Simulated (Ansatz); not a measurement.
# Is the response still linear at 0.4 V/Å? Al(111), 5 layers

The dipole of a slab grows in proportion to a weak field along its normal. Does the weak-field slope carry to a strong field?

**Method.** Ansatz 0.2.0, plane waves with PAW datasets (its set soft_2), r2SCAN; atoms held at bulk places, 18 Å of vacuum, dipole correction, cell area 7.10 Å², 24×24 k-points, smearing 0.1 eV. Without field the slab has no gap over 0.05 eV.

| run | field (V/Å) | dipole (e·Å) |
| --- | --- | --- |
| run 1 | −0.10 | −0.05032 |
| run 2 | −0.05 | −0.02516 |
| run 3 | 0.00 | 0.00000 |
| run 4 | 0.05 | 0.02516 |
| run 5 | 0.10 | 0.05032 |
| run 6 | 0.40 | ? |

**Question.** What value belongs in the row marked “?”, and how far can the other rows tell?

A least-squares line through the 5 rows shown has slope 0.503200 and intercept 0.000000; no row lies more than 0.00001 e·Å off it. A perfect conductor with that slope would be 180.95 × 0.50320 / 7.10 = 12.82 Å thick. At 0.40 it gives 0.503200 × 0.40 + 0.000000 = 0.20128 e·Å, beyond the rows fitted. Rounding and scatter of the rows alone allow about ±0.00002 e·Å there.

The run itself gives 0.20148 e·Å: a miss of +0.00020 e·Å. That is under 1 % of the induced dipole, so the response is still linear.

**Limits.** Ions are held, so this is the electronic response. Of the series that stay linear within 1 %, this collection keeps about one in seven, and it keeps all that bend. In the strongest field, at least, the program warns that the far vacuum lies low against the Fermi level, so charge may spill into it, by an amount that depends on the cell's height.
